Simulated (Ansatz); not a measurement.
In doubt: masses and optical values from hybrid runs of this build are listed as unsure (in some of the runs), which bears on the screening that GW takes from such a start.

The crystal is CsPbBr3 (Pm-3m).

It takes space group Pm-3m (No. 221, cubic). Conventional cell: a = 5.870 Å, b = 5.870 Å, c = 5.870 Å, α = 90.00°, β = 90.00°, γ = 90.00°. Cs has 12 Br at 4.15 Å nearest. Nearest to Pb lie 6 Br at 2.94 Å. Nearest to Br lie 2 Pb at 2.94 Å and 4 Cs at 4.15 Å. Farther neighbours and most contacts between anions are not listed.

```
Cs Pb Br
1.0
     5.87000    0.00000    0.00000
     0.00000    5.87000    0.00000
     0.00000    0.00000    5.87000
Cs Pb Br
1 1 3
Cartesian
  0.0000 0.0000 0.0000
  2.9350 2.9350 2.9350
  0.0000 2.9350 2.9350
  2.9350 0.0000 2.9350
  2.9350 2.9350 0.0000
```

The cell and positions come from the Crystallography Open Database and are kept as given unless a step says otherwise. Spin-orbit coupling is left out unless a run names it.

Gaps computed with Ansatz 0.2.0 without a self-energy: HSE06 2.11 eV.

**Question.** Estimate the G0W0@HSE06 gap with 4×4×4 mesh, 929 empty bands, screening to 160 eV, hard PAW files.

About 2.92 eV: on its mesh the run moves the gap from 2.11 eV by +0.81 eV. Bands and cutoff are finite, so the gap is not at the basis limit. The miss can reach some tenths of an eV and take either sign; the mesh is an error of its own. Where an edge is built on 6p states of lead, bismuth or thallium, scalar-relativistic gaps usually stand too wide, by a few tenths to over one eV. This is the ideal cubic cell; many perovskites, halides above all, are cubic only on average, and local tilts or off-centring can widen the gap. The many-body steps are scalar-relativistic: spin-orbit coupling is not in them.

[Paths, hosts, dates, memory and timing lines, banners, echoed tables and standing remarks are left out of the program output.]

[Logs are printed without paths, hosts, clocks, repeated set-up lines and the standing remarks that a program may print on its own settings, such as how far it seeks lower states.]

[Runs of the session that timed out or met a known fault of the program may be left out.]

[Cells called generated may have been cut or substituted from an entry of the Crystallography Open Database or the Materials Project.]

[Hosts, paths, dates, database ids (printed as entryN), source tags and the programs' standing remarks are cut or masked in the printed files.]
